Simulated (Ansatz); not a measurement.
## NaCl (Fm-3m):Na_i (8-fold void), thermodynamic levels from a 54-atom cell

Charge states of Na_i (8-fold void) in NaCl (Fm-3m), set against the band edges. Model: a cell of 54 host atoms with 1 Na put in.

Method: place-levels on PBEsol runs: charge-transition levels and formation energies with image-charge correction and potential alignment at the atomic sites; PAW set soft_1, in Ansatz 0.2.0.

**1. Starting point**

The cell holds 55 atoms: 28 Na and 27 Cl. Its edges and angles: a = 11.883 Å, b = 11.883 Å, c = 11.883 Å, α = 60.0°, β = 60.0°, γ = 60.0°. It derives from NaCl (space group Fm-3m). Nearest the centre at fractional (0.250, 0.250, 0.917): Na55 at 0.00 Å, Na25 at 2.43 Å, Cl2 at 2.43 Å, Na19 at 2.43 Å, Na7 at 2.43 Å, Cl12 at 2.43 Å, Cl24 at 2.43 Å, Na29 at 2.43 Å.

Screening for the image-charge correction: ε∞ = 2.56, ε0 = 6.02, from a response run on this crystal (DFPT, PBEsol) at that run's own cell.

The cell's shortest repeat is 11.9 Å.

**2. The runs of each charge state**

A transition level is the Fermi level at which two charge states cost the same, so each charge needs its own total energy, at its own relaxed structure.

Random displacements of about 0.05 Å break the site symmetry at the start, so that the relaxation can reach a distorted minimum if there is one. Forces are taken at one point at (¼, ¼, ¼). The cell holds 1 electron more than the neutral one, with a uniform background that keeps it neutral on the whole.

The sampling was tested on the host first: at the k-points planned (1x1x1 shifted 0.25 0.25 0.25) its energy lies 0.005 eV an atom from the dense-mesh value, under the bound of 0.02 eV set for this test; that bounds the host's error, not the defect's.

One of the inputs; charge, spin and start change from state to state.

Contents of qm1.relax/input.yaml:

```yaml
crystal:
  lattice:
    - [0.0, 8.4028819, 8.4028819]
    - [8.4028819, 0.0, 8.4028819]
    - [8.4028819, 8.4028819, 0.0]
  atoms:
    - { symbol: Na, position: [0.0, 0.0, 0.0] }
    - { symbol: Cl, position: [0.16666667, 0.16666667, 0.16666667] }
    - { symbol: Na, position: [0.0, 0.0, 0.33333333] }
[... 2 atom lines left out ...]
    - { symbol: Cl, position: [0.16666667, 0.16666667, 0.83333333] }
    - { symbol: Na, position: [0.0, 0.33333333, 0.0] }
    - { symbol: Cl, position: [0.16666667, 0.5, 0.16666667] }
    - { symbol: Na, position: [0.0, 0.33333333, 0.33333333] }
[... 2 atom lines left out ...]
    - { symbol: Cl, position: [0.16666667, 0.5, 0.83333333] }
    - { symbol: Na, position: [0.0, 0.66666667, 0.0] }
    - { symbol: Cl, position: [0.16666667, 0.83333333, 0.16666667] }
[... 4 atom lines left out ...]
    - { symbol: Na, position: [0.33333333, 0.0, 0.0] }
    - { symbol: Cl, position: [0.5, 0.16666667, 0.16666667] }
    - { symbol: Na, position: [0.33333333, 0.0, 0.33333333] }
[... 2 atom lines left out ...]
    - { symbol: Cl, position: [0.5, 0.16666667, 0.83333333] }
    - { symbol: Na, position: [0.33333333, 0.33333333, 0.0] }
[... 3 atom lines left out ...]
    - { symbol: Na, position: [0.33333333, 0.33333333, 0.66666667] }
    - { symbol: Cl, position: [0.5, 0.5, 0.83333333] }
[... 1 atom line left out ...]
    - { symbol: Cl, position: [0.5, 0.83333333, 0.16666667] }
[... 4 atom lines left out ...]
    - { symbol: Na, position: [0.66666667, 0.0, 0.0] }
[... 6 atom lines left out ...]
    - { symbol: Cl, position: [0.83333333, 0.5, 0.16666667] }
[... 10 atom lines left out ...]
    - { symbol: Na, position: [0.25, 0.25, 0.916667] }
  host:
    repeats: [3, 3, 3]
    atoms:
      - { symbol: Na, position: [0.0, 0.0, 0.0] }
      - { symbol: Cl, position: [0.5, 0.5, 0.5] }
total_charge: -1
basis:
  ecutwfc: 420
  xc_grid: 2
hamiltonian:
  xc: pbesol
  pseudopotentials: { kind: paw, azcp: { folder: soft_1 }, xc_functional: pbe }
kpoints:
  mp_grid: { grid: [1, 1, 1], shift: [0.25, 0.25, 0.25] }
scf:
  occupations: { method: fixed }
  max_iter: 80
output:
  forces: true
  charged_corrections:
    epsilon: 2.56
    static_epsilon: 6.02
    defect_position: [0.25, 0.25, 0.916667]
relax:
  f_tol: 0.02
  max_steps: 80
  random_displacement: { amplitude: 0.05, seed: 8462 }
checkpoint:
  write: "../qm1.relax.run"
  compress: false
  write_wavefunctions: true
  write_every: 100000
```

Command:

```
ansatz run input.yaml --threads 4 --pin off --max-ram 7536MiB --backend cpu --events-out ev --progress --plain --runs-dir out
```

Defect states can disperse in a cell of this size, so the energy is taken again at a 2×2×2 shifted mesh, on the relaxed structure.

The run of this state that the levels use, under PBEsol:

Contents of qm1.point/input.yaml:

```yaml
crystal:
  checkpoint: "../qm1.relax.run"
  host: checkpoint
total_charge: -1
basis:
  ecutwfc: 420
  xc_grid: 2
hamiltonian:
  xc: pbesol
  pseudopotentials: { kind: paw, azcp: { folder: soft_1 }, xc_functional: pbe }
kpoints:
  mp_grid: { grid: [2, 2, 2], shift: [0.5, 0.5, 0.5] }
scf:
  occupations: { method: fermi_dirac, width: 0.01 }
  max_iter: 80
output:
  forces: true
  eigenvalues: true
  charged_corrections:
    epsilon: 2.56
    static_epsilon: 6.02
    defect_position: [0.25, 0.25, 0.916667]
  eigenstates: { localisation: true }
  populations: true
  band_densities: [{ bands: [v1, v1] }, { bands: [c1, c1] }]
  write_density: true
  write_potential: true
  volumetric_format: npy
  elf: true
checkpoint:
  read: "../qm1.relax.run"
  write: "../qm1.point.run"
  compress: false
  write_wavefunctions: false
  write_every: 100000
```

Relaxations under PBEsol at one point at (¼, ¼, ¼); times on 4 threads of Arm Neoverse V2, shared host:

```tsv
charge	moment (μB)	occupations	outcome	steps	largest displacement against the far atoms (Å)	time
−1	0	fixed	converged	5	0.43	51 s
0	1	fixed	converged	5	0.43	1.7 min
+1	0	fixed	converged	5	0.43	51 s
```

Single points under PBEsol at a 2×2×2 shifted mesh; times on 4 threads of Arm Neoverse V2, shared host:

```tsv
charge	moment (μB)	occupations	outcome	time
−1	0	fermi-dirac	converged	80 s
0	1	fermi-dirac	converged	2.5 min
+1	0	fermi-dirac	converged	70 s
```

Distances (Å) from Na55 to the nearest atoms after relaxation with PBEsol:

```tsv
charge	moment (μB)	1.	2.	3.	4.	5.	6.
−1	0	Cl 2.53	Cl 2.53	Cl 2.53	Cl 2.53	Na 2.85	Na 2.85
0	1	Cl 2.51	Cl 2.51	Cl 2.51	Cl 2.51	Na 2.85	Na 2.85
+1	0	Cl 2.50	Cl 2.50	Cl 2.50	Cl 2.50	Na 2.85	Na 2.85
```

**3. Levels against the band edges, PBEsol**

A charged cell interacts with its images and the background, and its potential has another zero than the host's. place-levels removes the first by a point-charge model, screened by the static dielectric constant since the ions have relaxed around the charge, and the second by comparing potentials at atoms far from the defect.

The host is a run of the defect-free crystal in the same cutoffs, grids and k-points, so that basis and sampling errors cancel in part in the differences. Its band edges come from a run of the primitive cell that searches the zone for them. Chemical potentials are energies per atom of Na (bcc), run with the same functional and cutoff.

Contents of levels.point.yaml:

```yaml
host:
  run: host.point.run
  levels_from: { run: edges.point.run }
states: [qm1.point.run, q0_M1.point.run, qp1.point.run]
geometry_from:
  qm1.point.run: qm1.relax.run
  q0_M1.point.run: q0_M1.relax.run
  qp1.point.run: qp1.relax.run
chemical_potentials:
  Na:
    energy: -1475.868459
    dataset: <sha256 of the dataset>
epsilon: 2.56
static_epsilon: 6.02
vertical:
  - { from: qm1.point.run, to: qm1.point_neutral.run }
  - { from: qp1.point.run, to: qp1.point_neutral.run }
```

Command:

```
ansatz place-levels levels.point.yaml -- --threads 4 --pin off --max-ram 7536MiB
```

Numbers of over 12 decimals in the logs are rounded to 6 here.

Output:

```text
[... repeated set-up lines and file paths are left out, and long positions are rounded to six places ...]
(+1/0) 5.051 eV above the valence edge (+5.197 eV without the band-filling correction), in the conduction band
(0/-1) 5.053 eV above the valence edge (+5.693 eV without the band-filling correction), in the conduction band
formation energy of charge +1: -2.440 eV with the Fermi level at the valence edge
formation energy of charge 0: +2.611 eV with the Fermi level at the valence edge
formation energy of charge -1: +7.664 eV with the Fermi level at the valence edge
vertical -1 to 0: no energy, since no alignment is typed
  the change from vertical[0].from (qm1.point.run) to vertical[0].to (qm1.point_neutral.run): by its potential at epsilon 2.56 it stands at 0.275 0.275 0.941, with an rms radius of about 5.5 Å (3.2 3.2 3.2 Å across the planes of the cell's vectors); [...]
vertical +1 to 0: no energy, since no alignment is typed
  the change from vertical[1].from (qp1.point.run) to vertical[1].to (qp1.point_neutral.run): by its potential at epsilon 2.56 it stands at 0.262 0.262 0.929, with an rms radius of about 5.0 Å (2.9 2.9 2.9 Å across the planes of the cell's vectors); [...]
  edges by pbesol of host.levels_from (edges.point.run), its mesh sampled to repeats of 35.65 Å (the valence edge +0.020 eV and the conduction edge -0.243 eV from those of the host's own run), gap 5.013 eV; the host is sampled to repeats of 23.77 Å
  the defect's cells are sampled to repeats of 23.77 Å, like sampling
  charge +1: -70067.2217 eV with its correction of +0.463 eV, at epsilon 6.02, aligned at sites: +0.1368 eV, mean over 22 atomic sites at or beyond 5.94 Å from the defect at [0.2500, 0.2500, 0.9167], with +0.000000 for the charge's moments and without [...]
  charge 0: +0.000 eV for its dipole among its images, +0.000 omitted
  charge -1: -70054.0447 eV with its correction of +0.042 eV, at epsilon 6.02, aligned at sites: +0.2839 eV, mean over 22 atomic sites at or beyond 5.94 Å from the defect at [0.2500, 0.2500, 0.9167], with +0.000000 for the charge's moments and without [...]
  of states[2] (qp1.point.run): it parts from the run at its places by a charge that spreads by about 2.9 Å along one vector (1.7 Å or more is wide), by its potential at epsilon 2.56, taken for that of held ions (one typed too small widens it), where the cell [...]
  of states[1] (q0_M1.point.run): a band-filling correction moves a carrier to the host's band edge, which changes its energy by -0.146 eV; its displacements don't fall off away from the defect: farther atoms stand 0.034 Å off the host's places. [...]
  of states[0] (qm1.point.run): how wide its charge is, is not read beside other atoms or cores, and a band state would take no correction. [...]
  of vertical[0].from (qm1.point.run): its displacements don't fall off away from the defect: farther atoms stand 0.037 Å off the host's places. [...]
  of vertical[0].to (qm1.point_neutral.run): its displacements don't fall off away from the defect: farther atoms stand 0.037 Å off the host's places. [...]
  of vertical[1].from (qp1.point.run): its displacements don't fall off away from the defect: farther atoms stand 0.033 Å off the host's places. [...]
  of vertical[1].to (qp1.point_neutral.run): its displacements don't fall off away from the defect: farther atoms stand 0.033 Å off the host's places. [...]
```

Run time: 0.31 s. Hardware: 4 threads of Arm Neoverse V2, shared host.

Under PBEsol the gap is 5.01 eV, (+1/0) 5.05 (outside the gap) (with band filling), (0/−1) 5.05 (outside the gap) (with band filling) eV.

Levels between the charges placed, in eV above the valence top:

```tsv
	gap (eV)	(+1/0)	(0/−1)
PBEsol	5.01	5.05	5.05
```

Corrections by state:

```tsv
charge	moment (μB)	image terms and alignment (eV)	band filling (eV)	ε used	over the lowest of its charge, as the program ranks them, band filling apart (eV)
+1	0.0	0.463	-	6.02	0.000
0	1.0	0.000	-0.146	-	0.000
−1	0.0	0.042	-0.787	6.02	0.000
```

The charged structures listed were also run neutral, and place-levels reads from each pair, by the potential or the spins, how wide the charge is by which they differ; that can be the carrier of either run.

```tsv
charge	rms radius (Å)	spread where it is widest against the cell (Å)	wide from (Å)	reading
+1	5.0	2.87	1.68	wide
−1	5.5	3.16	1.68	wide
```

The neutral runs of these pairs need not share the spin of the lowest neutral state, and very wide values only mean spread over the cell.

From the program's caveats on the states, each cut to its opening words:

- charge +1: it parts from the run at its places by a charge that spreads by about 2.9 Å along one vector (1.7 Å or more is wide), by its potential at epsilon 2.56, taken [...]
- charge +1: its displacements don't fall off away from the defect: farther atoms stand 0.033 Å off the host's places
- charge 0 (1 μB): a band-filling correction moves a carrier to the host's band edge, which changes its energy by -0.146 eV
- charge 0 (1 μB): its displacements don't fall off away from the defect: farther atoms stand 0.034 Å off the host's places
- charge 0 (1 μB): its moments are held at its close (magnetization.spin_locking), by a field of 0.219 eV a Bohr magneton, and its energy and levels are of the state that this [...]
- charge −1: how wide its charge is, is not read beside other atoms or cores, and a band state would take no correction
- charge −1: a band-filling correction moves a carrier to the host's band edge, which changes its energy by -0.787 eV
- charge −1: its displacements don't fall off away from the defect: farther atoms stand 0.037 Å off the host's places

Formation energies (eV), elemental references (Δμ(Na) = 0.00 eV):

```tsv
charge	Fermi level at the valence top	at the conduction bottom
+1	-2.44	2.57
0	2.61	2.61
−1	7.66	2.65
```

**4. Effect of the sampling**

The relaxations' own energies give the levels at their sampling, for comparison.

Contents of levels.relax_mesh.yaml:

```yaml
host:
  run: host.relax.run
  levels_from: { run: edges.relax.run }
states: [qm1.relax.run, q0_M1.relax.run, qp1.relax.run]
chemical_potentials:
  Na:
    energy: -1475.868459
    dataset: <sha256 of the dataset>
```

Command:

```
ansatz place-levels levels.relax_mesh.yaml -- --threads 4 --pin off --max-ram 7536MiB
```

Output:

```text
(+1/0) 4.815 eV above the valence edge, 0.197 eV under the conduction edge
[...]
formation energy of charge +1: -2.444 eV with the Fermi level at the valence edge
formation energy of charge 0: +2.372 eV with the Fermi level at the valence edge
formation energy of charge -1: +7.433 eV with the Fermi level at the valence edge
  edges by pbesol of host.levels_from (edges.relax.run), its mesh sampled to repeats of 35.65 Å (the valence edge +0.009 eV and the conduction edge -0.249 eV from those of the host's own run), gap 5.013 eV; the host is sampled to repeats of 11.88 Å
[... the lines on each state left out ...]
```

The job ended after 0.12 s (4 threads).

Levels between neighbouring charges, in eV above the valence top:

```tsv
	gap (eV)	(+1/0)	(0/−1)
one point at (¼, ¼, ¼)	5.01	4.82	5.06
a 2×2×2 shifted mesh	5.01	5.05	5.05
```

Going from one point at (¼, ¼, ¼) to a 2×2×2 shifted mesh moves formation energies against the elements by up to 0.24 eV; band-filling terms, which differ between samplings, are in these energies.

**5. Placing the levels, r2SCAN**

r2SCAN on the same structure is run to see how far the result rests on the functional, though not on the errors that semilocal functionals share; the sampling changes too, to one point at (¼, ¼, ¼), so differences hold both changes.

Contents of qm1.r2scan/input.yaml:

```yaml
crystal:
  checkpoint: "../qm1.relax.run"
  host: checkpoint
total_charge: -1
basis:
  ecutwfc: 500
  xc_grid: 2
hamiltonian:
  xc: r2scan
  pseudopotentials: { kind: paw, azcp: { folder: soft_1 } }
kpoints:
  mp_grid: { grid: [1, 1, 1], shift: [0.25, 0.25, 0.25] }
scf:
  occupations: { method: fermi_dirac, width: 0.01 }
  max_iter: 80
output:
  forces: true
  eigenvalues: true
  charged_corrections:
    epsilon: 2.56
    static_epsilon: 6.02
    defect_position: [0.25, 0.25, 0.916667]
checkpoint:
  write: "../qm1.r2scan.run"
  compress: false
  write_wavefunctions: false
  write_every: 100000
```

Run time: 32 s. Hardware: 4 threads; peak memory 2.7 GiB.

Contents of levels.r2scan.yaml:

```yaml
host:
  run: host.r2scan.run
states: [qm1.r2scan.run, q0_M1.r2scan.run, qp1.r2scan.run]
geometry_from:
  qm1.r2scan.run: qm1.relax.run
  q0_M1.r2scan.run: q0_M1.relax.run
  qp1.r2scan.run: qp1.relax.run
chemical_potentials:
  Na:
    energy: -1488.616329
    dataset: <sha256 of the dataset>
```

Command:

```
ansatz place-levels levels.r2scan.yaml -- --threads 4 --pin off --max-ram 7536MiB
```

Output:

```text
(+1/0) 5.751 eV above the valence edge, 0.228 eV under the conduction edge
[...]
formation energy of charge +1: -2.809 eV with the Fermi level at the valence edge
formation energy of charge 0: +2.942 eV with the Fermi level at the valence edge
formation energy of charge -1: +8.963 eV with the Fermi level at the valence edge
  edges by r2scan, gap 5.978 eV; the host is sampled to repeats of 11.88 Å
[... the lines on each state left out ...]
```

Elapsed: 0.15 s, on 4 threads.

Under r2SCAN the gap is 5.98 eV, (+1/0) 5.75, (0/−1) 6.02 (outside the gap) (with band filling) eV.

**6. A changed set-up**

The levels are placed again with one choice changed, to see how much they rest on it.

levels.try0.yaml is levels.point.yaml with these lines changed:

```diff
-epsilon: 2.56
-static_epsilon: 6.02
+epsilon: 1.0001
+static_epsilon: 1.0001
```

Command:

```
ansatz place-levels levels.try0.yaml -- --threads 4 --pin off --max-ram 7536MiB
```

Output:

```text
(+1/0) 4.103 eV above the valence edge, 0.909 eV under the conduction edge
[...]
formation energy of charge +1: -1.346 eV with the Fermi level at the valence edge
formation energy of charge 0: +2.757 eV with the Fermi level at the valence edge
formation energy of charge -1: +7.804 eV with the Fermi level at the valence edge
vertical -1 to 0: no energy, since no alignment is typed
vertical +1 to 0: no energy, since no alignment is typed
[...]
[... the lines on each state left out ...]
```

The change: no screening of the image charge.

Levels in eV above the valence top; the changed ones are not the defect's:

```tsv
	gap (eV)	(+1/0)	(0/−1)
changed	5.01	4.10	5.05
as set up	5.01	5.05	5.05
```

The largest shift is 0.95 eV, band-filling terms included.

**7. The ladder**

Levels between neighbouring charges, in eV above each run's own valence top:

```tsv
	gap (eV)	(+1/0)	(0/−1)	CPU time a state at this stage (restarts are quicker than cold starts)
PBEsol, 2×2×2 shifted mesh	5.01	5.05	5.05	6.3 min
r2SCAN on PBEsol structures, (¼, ¼, ¼)	5.98	5.75	6.02	3.3 min
```

**8. Summary of results**

| Item | Value |
| --- | --- |
| gap of the host | 5.01 eV (PBEsol) |
| level (plus 1/0) | 5.05 eV above the valence top, past the conduction bottom (5.20 eV above the valence top without the band-filling term) |
| level (0/minus 1) | 5.05 eV above the valence top, past the conduction bottom (5.69 eV above the valence top without the band-filling term) |
| lowest of the charges placed, just above the valence top (0.02 eV) | +1 |
| lowest of the charges placed, just below the conduction bottom (0.02 eV) | +1 |
| lowest formation energy at mid-gap of the charges run, elemental references | 0.07 eV |

What this shows: Of the charges placed (−1, 0 and +1), +1 is the lowest from 0.02 eV above the valence top to 0.02 eV below the conduction bottom, a gap of 5.01 eV. Charges above +1 were not placed, so these runs say nothing of levels that involve them. States placed: +1 at 0 μB; 0 at 1 μB; −1 at 0 μB. Other spin states or structures, where not listed, weren't placed. The program finds carriers beyond a band edge of the host and adds a band-filling term at charge −1 (-0.79 eV) and 0 (-0.15 eV); steps to such a charge show no bound level, and a defect level inside a band would be read the same way. Going from one point at (¼, ¼, ¼) to a 2×2×2 shifted mesh moves formation energies against the elements by up to 0.24 eV; band-filling terms, which differ between samplings, are in these energies. Keep in mind: PBEsol makes the gap too small and tends to spread out bound carriers; where a gas molecule sets a chemical potential or the host's formation energy, its binding is uncorrected.

[Logs are printed without paths, hosts, clocks, repeated set-up lines and the standing remarks that a program may print on its own settings, such as how far it seeks lower states.]

[Hosts, paths, dates, database ids (printed as entryN), source tags and the programs' standing remarks are cut or masked in the printed files.]

[Where a table of states has a column of steps, it counts the stored structures, which are thinned; the runs took as many ionic steps or more.]

[A defect's name tells the site on which it was built; relaxed atoms can leave that site.]

[For some hosts the program warned that the k-mesh of the response run may be too coarse for force constants and the static dielectric constant; such warnings are not shown here.]
